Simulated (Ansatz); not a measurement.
**A hypothetical structure for CdAs2Rh2**

Starting from a made-up structure for CdAs2Rh2, the aim is the relaxed cell, its shortest contacts and, where a second run follows, its electronic structure.

Program: Ansatz 0.2.0. Level of theory: DFT, PBE, plane-wave PAW, files of the set soft_1, scalar-relativistic, no spin, cell and ions relaxed at zero pressure; PAW set soft_1. Results are calculated unless marked as measured.

**1. Set-up**

The structure is tetragonal, space group I4/mmm (No. 139). The conventional cell has a = 3.734 Å, b = 3.734 Å, c = 11.156 Å, α = 90.00°, β = 90.00°, γ = 90.00°. Cd has 8 As at 3.01 Å and 8 Rh at 3.36 Å nearest. Nearest to Rh lie 4 As at 2.30 Å and 4 Rh at 2.64 Å and 4 Cd at 3.36 Å. Nearest to As lie 4 Rh at 2.30 Å and 1 As at 2.90 Å and 4 Cd at 3.01 Å. Farther neighbours are not listed.

**2. Relaxing cell and atoms**

The guess takes its coordinates from another compound and its volume from a rule, so the cell and any free coordinates are relaxed together.

Input file input.yaml:

```yaml
crystal:
  lattice:
    - [-1.867, 1.867, 5.578]
    - [1.867, -1.867, 5.578]
    - [1.867, 1.867, -5.578]
  atoms:
    - { symbol: Cd, position: [0.0, 0.0, 0.0] }
    - { symbol: Rh, position: [0.25, 0.75, 0.5] }
    - { symbol: Rh, position: [0.75, 0.25, 0.5] }
    - { symbol: As, position: [0.37, 0.37, 0.0] }
    - { symbol: As, position: [0.63, 0.63, 0.0] }
kpoints:
  mp_grid: { grid: [10, 10, 10] }
scf:
  occupations: { method: fermi_dirac, width: 0.05 }
hamiltonian:
  xc: pbe
  pseudopotentials: { kind: paw, azcp: { folder: soft_1 } }
relax:
  f_tol: 0.015
  max_steps: 70
  cell: {}
output:
  forces: true
  stress: true
```

On the command line:

```console
$ ansatz run input.yaml --threads 4 --pin off --max-ram 8192MiB --backend cpu --events-out ev --progress --plain --runs-dir out
```

Numbers of over 12 decimals in the logs are rounded to 6 here.

What it wrote:

```text
basis.fft_grid_basis auto: the FFT boxes are laid along the combinations [[1, 0, 1], [0, 1, 1], [0, 0, 1]] of the cell's own vectors, 3.734, 3.734 and 6.171 Å long. The dense box has 25×25×45 points. Along the cell's own vectors, as sized, it would have 45×45×45, 3.24 times as many. Of the 16 symmetry operations that the crystal satisfies within crystal.symmetry.tolerance (time reversal apart; of a slab, those that k [...]
Engine: ansatz 0.2.0, aarch64-unknown-linux-gnu
Pseudopotentials: kind: paw
Pseudopotential: Cd, paw, valence charge 20, recommended cutoff 420 eV (normal), soft_1/Cd.paw.azcp
Pseudopotential: Rh, paw, valence charge 17, recommended cutoff 420 eV (normal), soft_1/Rh.paw.azcp
Pseudopotential: As, paw, valence charge 15, recommended cutoff 420 eV (normal), soft_1/As.paw.azcp
Functional definition: PBE
  parameter kappa = 0.804
  parameter beta = 0.066725
  exchange = pbe_x(kappa = kappa, mu = beta*pi^2/3)
  correlation = pbe_c(beta = beta)
Crystal: 5 atoms, lattice volume = 77.773 Å³
Basis set: ecut = 420 eV, 1551 PW (Γ), FFT grids on a1+a3, a2+a3, a3, exchange–correlation on 50×50×90 points (8 copies of the dense FFT grid, shifted against one another)
Bands: 51, of which v1, the nominal top of the filled ones, is band 42 counted from 1 (41 counted from 0)
Symmetry: 16 space group operations
Space group: I4/mmm (ITA 139), of the structure as read, at distance tolerance 4.3e-5 Å
k-points: 102 of 1000
Non-local potential: Cd, projectors of the file, l = 0: 3, l = 1: 2, l = 2: 2, l = 3: 1
Non-local potential: Rh, projectors of the file, l = 0: 3, l = 1: 2, l = 2: 2, l = 3: 1
Non-local potential: As, projectors of the file, l = 0: 2, l = 1: 2, l = 2: 3, l = 3: 1
PAW form: soft (Blöchl's): semilocal exchange-correlation on the pseudo side does not see the compensation charge
PAW one-centre angular grid: Cd, 590 points (default); XC on 64 Gauss nodes
PAW one-centre angular grid: Rh, 590 points (default); XC on 64 Gauss nodes
PAW one-centre angular grid: As, 590 points (default); XC on 64 Gauss nodes
Initial density: superposition of atomic densities (chi_scale 0.1, normalization cell, long waves kept (reshape's long-wave potential 0.04 eV rms))
Initial wavefunctions: pseudopotential atomic-orbital guess
Functional: x = pbe(κ = 0.804, μ = 0.219515), c = pbe(β = 0.066725)
SCF iter   1: F=—  HF=-30774.056579 eV  |F-HF|=—  |Δ(HF+E_count)|=         —  Δρ=1.09e-1  dr2=1.41e1  ethr=3.10e-3  ⟨swp⟩=6.0  Hψ=17826  notcnv=0  defer=9
preconditioner: auto → Kerker (q_TF=auto, 2.764 Å⁻¹)  [metal: Δε(μ)=0.005 eV  Ē_g=10.889 eV  σ=0.050 eV  W_gap=0.03  n_scr=32 (ndim 8)  ℏωp=26.6 eV  f_vac=0.000  D(μ)=2.46/eV (n_scr^D=24)]
SCF iter   2: F=—  HF=-30772.297358 eV  |F-HF|=—  |Δ(HF+E_count)|=    1.76e0  Δρ=5.23e-2  dr2=3.84e0  ethr=3.10e-3  ⟨swp⟩=2.0  Hψ=8501  notcnv=0  defer=275
SCF iter   3: F=—  HF=-30771.764894 eV  |F-HF|=—  |Δ(HF+E_count)|=   5.32e-1  Δρ=1.01e-2  dr2=2.50e-1  ethr=3.10e-3  ⟨swp⟩=2.1  Hψ=6613  notcnv=0  defer=275
SCF iter   4: F=—  HF=-30771.729983 eV  |F-HF|=—  |Δ(HF+E_count)|=   3.49e-2  Δρ=3.29e-3  dr2=3.44e-2  ethr=2.97e-4  ⟨swp⟩=2.6  Hψ=6715  notcnv=0  defer=252
SCF iter   5: F=—  HF=-30771.722778 eV  |F-HF|=—  |Δ(HF+E_count)|=   7.20e-3  Δρ=1.45e-3  dr2=6.12e-3  ethr=4.10e-5  ⟨swp⟩=2.0  Hψ=8665  notcnv=0  defer=252
SCF iter   6: F=—  HF=-30771.721415 eV  |F-HF|=—  |Δ(HF+E_count)|=   1.36e-3  Δρ=6.89e-4  dr2=9.33e-4  ethr=7.29e-6  ⟨swp⟩=2.0  Hψ=8130  notcnv=0  defer=252
SCF iter   7: F=—  HF=-30771.721067 eV  |F-HF|=—  |Δ(HF+E_count)|=   3.48e-4  Δρ=2.69e-4  dr2=9.57e-5  ethr=1.11e-6  ⟨swp⟩=2.0  Hψ=8018  notcnv=0  defer=252
SCF iter   8: F=—  HF=-30771.721081 eV  |F-HF|=—  |Δ(HF+E_count)|=   1.46e-5  Δρ=9.05e-5  dr2=9.13e-6  ethr=1.14e-7  ⟨swp⟩=2.1  Hψ=6603  notcnv=0  defer=252
SCF iter   9: F=—  HF=-30771.721081 eV  |F-HF|=—  |Δ(HF+E_count)|=   4.17e-7  Δρ=2.04e-5  dr2=4.08e-7  ethr=1.09e-8  ⟨swp⟩=2.0  Hψ=7011  notcnv=0  defer=252
SCF iter  10: F=-30771.721081 eV  HF=-30771.721081 eV  |F-HF|=4.42e-9  |Δ(HF+E_count)|=   5.21e-8  Δρ=6.14e-6  dr2=3.20e-8  ethr=1.19e-10  ⟨swp⟩=4.0  Hψ=18325  notcnv=0
SCF 1 converged in 10 iterations: F = -30771.721081 eV  dr2 = 3.20e-8
  greatest PAW one-centre occupation: 1.000 electrons in one spin orbital (limit 2), on the Cd atom at site 0 (counted from 0), in its partial waves of l = 0
relax step   1: F+E_penalty+E_count = -30771.72108076 eV  Δ(F+E_penalty+E_count) = +0.000e0 eV  max|allowed force component| = 3.805e0 eV/Å  Δτ_max = 0.0000 Å  P = +40.734 GPa  Ω = 77.773 Å³  (10 SCF iters, dr2 threshold 1.00e-7 eV, accepted)
Crystal: 5 atoms, lattice volume = 89.011 Å³
Basis set: ecut = 420 eV, 1783 PW (Γ), FFT grids on a1+a3, a2+a3, a3, exchange–correlation on 50×50×90 points (8 copies of the dense FFT grid, shifted against one another)
Initial density: handed on by an earlier stage of this run
Initial wavefunctions: those handed on with the density
iter 1 solved again at ethr=2.00e-4 eV; its pass at ethr=3.10e-3 eV (dr2=1.68e-1 eV) is discarded
SCF iter   1: F=—  HF=-30773.479638 eV  |F-HF|=—  |Δ(HF+E_count)|=         —  Δρ=1.05e-2  dr2=1.70e-1  ethr=2.00e-4  ⟨swp⟩=2.5  Hψ=29516  notcnv=0
preconditioner: auto → Kerker (q_TF=auto, 2.702 Å⁻¹)  [metal: Δε(μ)=0.018 eV  Ē_g=9.619 eV  σ=0.050 eV  W_gap=0.09  n_scr=32 (ndim 8)  ℏωp=24.9 eV  f_vac=0.000  D(μ)=2.74/eV (n_scr^D=24)]
SCF iter   2: F=—  HF=-30773.465983 eV  |F-HF|=—  |Δ(HF+E_count)|=   1.37e-2  Δρ=6.01e-3  dr2=5.56e-2  ethr=2.00e-4  ⟨swp⟩=2.0  Hψ=8615  notcnv=0
SCF iter   3: F=—  HF=-30773.461509 eV  |F-HF|=—  |Δ(HF+E_count)|=   4.47e-3  Δρ=1.51e-3  dr2=4.93e-3  ethr=6.62e-5  ⟨swp⟩=2.6  Hψ=9564  notcnv=0
SCF iter   4: F=—  HF=-30773.459623 eV  |F-HF|=—  |Δ(HF+E_count)|=   1.89e-3  Δρ=6.07e-4  dr2=9.40e-4  ethr=5.86e-6  ⟨swp⟩=2.0  Hψ=8123  notcnv=0
SCF iter   5: F=—  HF=-30773.459440 eV  |F-HF|=—  |Δ(HF+E_count)|=   1.83e-4  Δρ=2.55e-4  dr2=1.36e-4  ethr=1.12e-6  ⟨swp⟩=2.2  Hψ=7193  notcnv=0
SCF iter   6: F=—  HF=-30773.459456 eV  |F-HF|=—  |Δ(HF+E_count)|=   1.60e-5  Δρ=9.87e-5  dr2=1.30e-5  ethr=1.61e-7  ⟨swp⟩=2.0  Hψ=8252  notcnv=0
SCF iter   7: F=—  HF=-30773.459452 eV  |F-HF|=—  |Δ(HF+E_count)|=   3.69e-6  Δρ=4.26e-5  dr2=2.35e-6  ethr=1.55e-8  ⟨swp⟩=2.0  Hψ=9330  notcnv=0
SCF iter   8: F=-30773.459451 eV  HF=-30773.459452 eV  |F-HF|=4.00e-7  |Δ(HF+E_count)|=   5.10e-7  Δρ=1.77e-5  dr2=4.38e-7  ethr=5.95e-10  ⟨swp⟩=5.0  Hψ=22738  notcnv=0
SCF 2 converged in 8 iterations: F = -30773.459451 eV  dr2 = 4.38e-7
[...]
relax step  12: F+E_penalty+E_count = -30773.80550412 eV  Δ(F+E_penalty+E_count) = -1.590e-2 eV  max|allowed force component| = 3.758e-2 eV/Å  Δτ_max = 0.0528 Å  P = +0.495 GPa  Ω = 109.761 Å³  energy of the carried Pulay correction = -4.043e-3 eV  (8 SCF iters, dr2 threshold 5.00e-7 eV, accepted)
relax step  13: F+E_penalty+E_count = -30773.80396571 eV  Δ(F+E_penalty+E_count) = +1.538e-3 eV  max|allowed force component| = 1.160e-1 eV/Å  Δτ_max = 0.0496 Å  P = +0.278 GPa  Ω = 113.974 Å³  energy of the carried Pulay correction = -6.792e-3 eV  (6 SCF iters, dr2 threshold 5.00e-7 eV, accepted)
relax step  14: F+E_penalty+E_count = -30773.80732973 eV  Δ(F+E_penalty+E_count) = -3.364e-3 eV  max|allowed force component| = 8.448e-2 eV/Å  Δτ_max = 0.0296 Å  P = -0.312 GPa  Ω = 112.351 Å³  energy of the carried Pulay correction = -5.671e-3 eV  (6 SCF iters, dr2 threshold 5.00e-7 eV, accepted)
relax step  15: F+E_penalty+E_count = -30773.80795952 eV  Δ(F+E_penalty+E_count) = -6.298e-4 eV  max|allowed force component| = 2.184e-3 eV/Å  Δτ_max = 0.0053 Å  P = +0.049 GPa  Ω = 112.307 Å³  energy of the carried Pulay correction = -5.637e-3 eV  (5 SCF iters, dr2 threshold 4.46e-7 eV, accepted)
relax step  16: F+E_penalty+E_count = -30773.80782881 eV  Δ(F+E_penalty+E_count) = +1.307e-4 eV  max|allowed force component| = 1.233e-3 eV/Å  Δτ_max = 0.0022 Å  P = -0.004 GPa  Ω = 112.538 Å³  energy of the carried Pulay correction = -5.794e-3 eV  (8 SCF iters, accepted)
relax step  17: F+E_penalty+E_count = -30773.82112843 eV  Δ(F+E_penalty+E_count) = -1.330e-2 eV  max|allowed force component| = 2.620e-3 eV/Å  Δτ_max = 0.0000 Å  P = +0.115 GPa  Ω = 112.538 Å³  stress off target by 4.21e-1 GPa  SCF on the basis re-selected at this cell (its energy is not comparable with the rows above)  (9 SCF iters)
relax step  18: F+E_penalty+E_count = -30773.82504582 eV  Δ(F+E_penalty+E_count) = -3.917e-3 eV  max|allowed force component| = 1.669e-2 eV/Å  Δτ_max = 0.0212 Å  P = +0.127 GPa  Ω = 114.434 Å³  energy of the carried Pulay correction = -6.323e-4 eV  (5 SCF iters, dr2 threshold 4.43e-7 eV, accepted)
relax step  19: F+E_penalty+E_count = -30773.82658089 eV  Δ(F+E_penalty+E_count) = -1.535e-3 eV  max|allowed force component| = 2.988e-2 eV/Å  Δτ_max = 0.0284 Å  P = +0.128 GPa  Ω = 117.206 Å³  energy of the carried Pulay correction = -1.685e-3 eV  (6 SCF iters, dr2 threshold 2.74e-7 eV, accepted)
relax step  20: F+E_penalty+E_count = -30773.82659534 eV  Δ(F+E_penalty+E_count) = -1.444e-5 eV  max|allowed force component| = 3.204e-3 eV/Å  Δτ_max = 0.0005 Å  P = -0.005 GPa  Ω = 117.363 Å³  energy of the carried Pulay correction = -1.751e-3 eV  (4 SCF iters, dr2 threshold 5.58e-8 eV, accepted)
Basis set: ecut = 420 eV, 2341 PW (Γ), FFT grids on a1+a3, a2+a3, a3, exchange–correlation on 54×54×120 points (8 copies of the dense FFT grid, shifted against one another)
iter 1 solved again at ethr=4.60e-7 eV; its pass at ethr=3.10e-3 eV (dr2=3.86e-4 eV) is discarded
SCF iter   1: F=—  HF=-30773.781498 eV  |F-HF|=—  |Δ(HF+E_count)|=         —  Δρ=1.55e-3  dr2=2.11e-4  ethr=4.60e-7  ⟨swp⟩=3.0  Hψ=30067  notcnv=0
preconditioner: auto → LDOS  [metal: Δε(μ)=0.011 eV  Ē_g=8.791 eV  σ=0.050 eV  W_gap=0.05  n_scr=34 (ndim 8)  ℏωp=21.7 eV  f_vac=0.048  D(μ)=1.65/eV (n_scr^D=2)  β→1.0]
SCF iter   2: F=—  HF=-30773.828437 eV  |F-HF|=—  |Δ(HF+E_count)|=   4.69e-2  Δρ=2.73e-4  dr2=3.49e-4  ethr=2.51e-7  ⟨swp⟩=2.6  Hψ=8034  notcnv=0
SCF iter   3: F=—  HF=-30773.828026 eV  |F-HF|=—  |Δ(HF+E_count)|=   4.10e-4  Δρ=1.61e-4  dr2=2.00e-5  ethr=2.51e-7  ⟨swp⟩=2.0  Hψ=7027  notcnv=0
SCF iter   4: F=—  HF=-30773.828416 eV  |F-HF|=—  |Δ(HF+E_count)|=   3.90e-4  Δρ=7.14e-5  dr2=6.63e-6  ethr=2.38e-8  ⟨swp⟩=2.0  Hψ=8945  notcnv=0
SCF iter   5: F=—  HF=-30773.828437 eV  |F-HF|=—  |Δ(HF+E_count)|=   2.10e-5  Δρ=2.05e-5  dr2=4.60e-7  ethr=7.89e-9  ⟨swp⟩=2.0  Hψ=9169  notcnv=0
SCF iter   6: F=—  HF=-30773.828437 eV  |F-HF|=—  |Δ(HF+E_count)|=   9.71e-8  Δρ=3.00e-6  dr2=1.91e-8  ethr=5.48e-10  ⟨swp⟩=2.1  Hψ=9045  notcnv=0
SCF iter   7: F=—  HF=-30773.828437 eV  |F-HF|=—  |Δ(HF+E_count)|=  8.04e-10  Δρ=9.90e-7  dr2=1.64e-9  ethr=2.27e-11  ⟨swp⟩=2.0  Hψ=8638  notcnv=0
SCF iter   8: F=—  HF=-30773.828437 eV  |F-HF|=—  |Δ(HF+E_count)|=  1.02e-10  Δρ=4.03e-7  dr2=4.30e-10  ethr=1.95e-12  ⟨swp⟩=2.0  Hψ=8254  notcnv=0
SCF iter   9: F=-30773.828437 eV  HF=-30773.828437 eV  |F-HF|=1.46e-11  |Δ(HF+E_count)|=  9.82e-11  Δρ=7.46e-8  dr2=6.37e-12  ethr=1.00e-12  ⟨swp⟩=3.1  Hψ=19464  notcnv=0
SCF 21 converged in 9 iterations: F = -30773.828437 eV  dr2 = 6.37e-12
relax step  21: F+E_penalty+E_count = -30773.82843699 eV  Δ(F+E_penalty+E_count) = -1.842e-3 eV  max|allowed force component| = 4.016e-3 eV/Å  Δτ_max = 0.0000 Å  P = -0.015 GPa  Ω = 117.363 Å³  stress off target by 2.11e-2 GPa  SCF on the basis re-selected at this cell (its energy is not comparable with the rows above)  (9 SCF iters)
basis re-selected at this cell: Δ(F+E_penalty+E_count) = -1.842e-3 eV, ΔP = -0.010 GPa vs the last step (what re-selecting the basis moved, of the pressure what is left beyond the Pulay correction that the steps carried, after the strain that the cell walked since its last selection, with what the two solves' SCF thresholds leave and, on support functions, any second-order correction that the steps lacked; it is no measure of the basis error at this ecutwfc). The dense FFT grid was sized anew with the basis: this SCF ran on 27×27×60 points, the steps before it on 27×27×54, so part of this shift can come from that change (see relax.cell in the input reference). [rest of the remark cut]
SCF converged after 9 iterations
Free energy (F): -30773.828437 eV
Harris-Foulkes:  -30773.828437 eV  (|F-HF|=1.46e-11)
Internal energy: -30773.815294 eV  (E = F + TS)
E sigma→0 (E₀):  -30773.821865 eV
Entropy (-TS):   -0.013143 eV (-2.629 meV/atom)
Fermi energy:    10.285998 eV
--- Per-component energies (eV) ---
  E_band       = -1491.150731
  E_kinetic    = 1711.361848
  E_local      = -14066.148236  (includes V_loc(G=0)·N_el)
  E_nonlocal   = -67.219455
  E_hartree    = 6571.859193
  E_xc         = -699.219900
  E_vxc        = -847.516628  (∫ρ·V_xc dr)
  E_paw        = -15335.907873  (= ΣΔE_a)
  E_vpaw       = -1365.347241  (= ΣTr[D̂ρ^β])
  E_aug_tail   = 0.000503  (compensation charges beyond the density's cutoff)
  E_ewald      = -8888.541375
  E_smearing   = -0.013143  (= −TS)
  E_closure    = -0.000000  (closes the sum)
  Σ components = -30773.828437   (vs F -30773.828437, Δ=0.00e0)
--- Forces (eV/Å), atoms counted from 1 ---
  atom   1  Cd     0.00000000    -0.00000000    -0.00000000
  atom   2  Rh     0.00000000     0.00000000    -0.00000000
  atom   3  Rh    -0.00000000     0.00000000     0.00000000
  atom   4  As    -0.00000000     0.00000000    -0.00401634
  atom   5  As    -0.00000000    -0.00000000     0.00401634
  max |Σ_I F_I| component: 1.19e-18 eV/Å
--- Stress (GPa, compression-positive) ---
       -0.021082       0.000000       0.000000
        0.000000      -0.021082       0.000000
       -0.000000       0.000000      -0.002180
  P = ⅓ Tr σ = -0.0148 GPa (-0.148 kbar)
--- Relaxed structure (18 steps of the walk, 17 accepted, 3 SCFs on fresh bases) ---
  F+E_penalty+E_count = -30773.82843699 eV   max|allowed force component| = 4.016e-3 eV/Å   (the final SCF, on the basis selected at the relaxed cell)
  cell:  # Å, volume = 117.3635 Å³
    - [-1.962342, 1.962342, 7.619451]
    - [1.962342, -1.962342, 7.619451]
    - [1.962342, 1.962342, -7.619451]
  atoms:
    - { symbol: Cd, position: [-5.889445289765291e-19, -5.889445289765292e-19, 0] }
    - { symbol: Rh, position: [0.25, 0.75, 0.500000] }
    - { symbol: Rh, position: [0.75, 0.25, 0.500000] }
    - { symbol: As, position: [0.345030, 0.345030, 0] }
    - { symbol: As, position: [0.654970, 0.654970, 0] }
```

Wall time 2.6 min (4 threads of Arm Neoverse V1, shared host); peak memory 0.79 GiB; 10 min of CPU time.

The steps of the relaxation:

| step | energy less that of the first step (eV) | largest force component (eV/Å) | pressure (GPa) | volume (Å³) |
| --- | --- | --- | --- | --- |
| 1 | 0.0000 | 3.8050 | 40.73 | 77.77 |
| 2 | -1.7384 | 0.6487 | 9.31 | 89.01 |
| 3 | -1.9089 | 0.0801 | 2.81 | 94.13 |
| 4 | -1.9627 | 0.1496 | 0.03 | 98.27 |
| 5 | -1.9842 | 0.0627 | -0.87 | 101.81 |
| 6 | -1.9841 | 0.1861 | 0.61 | 100.76 |
| 7 | -1.9868 | 0.0100 | -0.17 | 101.15 |
| 8 | -1.9871 | 0.0003 | -0.01 | 100.91 |
| 9* | -2.0331 | 0.0142 | 0.70 | 100.91 |
| 10 | -2.0481 | 0.0473 | 0.36 | 102.52 |
| 11 | -2.0685 | 0.0307 | 0.41 | 105.88 |
| 12 | -2.0844 | 0.0376 | 0.49 | 109.76 |
| 13 | -2.0829 | 0.1160 | 0.28 | 113.97 |
| 14 | -2.0862 | 0.0845 | -0.31 | 112.35 |
| 15 | -2.0869 | 0.0022 | 0.05 | 112.31 |
| 16 | -2.0867 | 0.0012 | 0.00 | 112.54 |
| 17* | -2.1000 | 0.0026 | 0.12 | 112.54 |
| 18 | -2.1040 | 0.0167 | 0.13 | 114.43 |
| 19 | -2.1055 | 0.0299 | 0.13 | 117.21 |
| 20 | -2.1055 | 0.0032 | 0.00 | 117.36 |
| 21* | -2.1074 | 0.0040 | -0.01 | 117.36 |

Relaxation steps marked * repeat the geometry before them on a plane-wave basis chosen anew for their cell, so energy and pressure can jump there. Relaxation step 6 was tried and not accepted.

The run keeps the 16 symmetry operations that it works with, so distortions that break them were not tested.

| cell as run | before | after | change |
| --- | --- | --- | --- |
| a (Å) | 6.171 | 8.109 | +31.4 % |
| b (Å) | 6.171 | 8.109 | +31.4 % |
| c (Å) | 6.171 | 8.109 | +31.4 % |
| α (°) | 144.78 | 151.99 | +5.0 % |
| β (°) | 144.78 | 151.99 | +5.0 % |
| γ (°) | 50.66 | 40.03 | -21.0 % |
| volume (Å³/atom) | 15.55 | 23.47 | +50.9 % |

The atoms that moved most (Å, as changes of fractional coordinates times the final cell):

| atom | dx | dy | dz | length |
| --- | --- | --- | --- | --- |
| As5 | 0.000 | 0.000 | 0.381 | 0.381 |
| As4 | 0.000 | 0.000 | -0.381 | 0.381 |

Final coordinates:

```cif
data_structure
_symmetry_space_group_name_H-M 'P 1'
_symmetry_Int_Tables_number 1
_cell_length_a 8.1091
_cell_length_b 8.1091
_cell_length_c 8.1091
_cell_angle_alpha 151.992
_cell_angle_beta 151.992
_cell_angle_gamma 40.025
_cell_volume 117.36
loop_
_atom_site_label
_atom_site_type_symbol
_atom_site_fract_x
_atom_site_fract_y
_atom_site_fract_z
_atom_site_occupancy
Cd1 Cd 0.00000 0.00000 0.00000 1
Rh2 Rh 0.25000 0.75000 0.50000 1
Rh3 Rh 0.75000 0.25000 0.50000 1
As4 As 0.34503 0.34503 0.00000 1
As5 As 0.65497 0.65497 0.00000 1
```

Numbers from this step:

```yaml
free_energy: -30773.8284 eV
energy_at_zero_smearing: -30773.8219 eV
smearing_term_ts: 0.01314 eV
fermi_energy: 10.29 eV
electrons: 84
symmetry_operations: 16
pressure: -0.01478 GPa
```

Shortest distances by pair of elements, guess and relaxed (not always the same contact):

| pair | guess (Å) | relaxed (Å) |
| --- | --- | --- |
| As–Rh | 2.297 | 2.439 |
| Rh–Rh | 2.640 | 2.775 |
| As–Cd | 3.012 | 3.644 |
| Cd–Cd | 3.734 | 3.925 |
| As–As | 2.901 | 3.925 |

The relaxation ends with a largest force component of 0.0040 eV/Å and a pressure of -0.01 GPa.

**3. What came out**

| Item | Value |
| --- | --- |
| space group, relaxed | I4/mmm |
| conventional cell | a = 3.925, b = 3.925, c = 15.239 Å; α = 90.0°, β = 90.0°, γ = 90.0° |
| volume per atom | 23.47 Å³ (guess 15.55) |

CdAs2Rh2 relaxes to I4/mmm with a = 3.925, b = 3.925 and c = 15.239 Å. The guessed volume was 34 % too small. The space group I4/mmm was held in the relaxation, so the end point is a stationary structure within it and may be a saddle against distortions or other arrangements. Mesh and cutoff weren't tested. A vector of the cell changed its length by 31 %, so the starting arrangement is largely lost and the mesh was laid for another shape. No dispersion term is used, so weakly bound directions may come out too long. The runs have no spin, and magnetism wasn't tested. Nothing here tests whether the compound is stable against decomposition.

[Logs are printed without paths, hosts, clocks, repeated set-up lines and the standing remarks that a program may print on its own settings, such as how far it seeks lower states.]

[Hosts, paths, dates, database ids (printed as entryN), source tags and the programs' standing remarks are cut or masked in the printed files.]
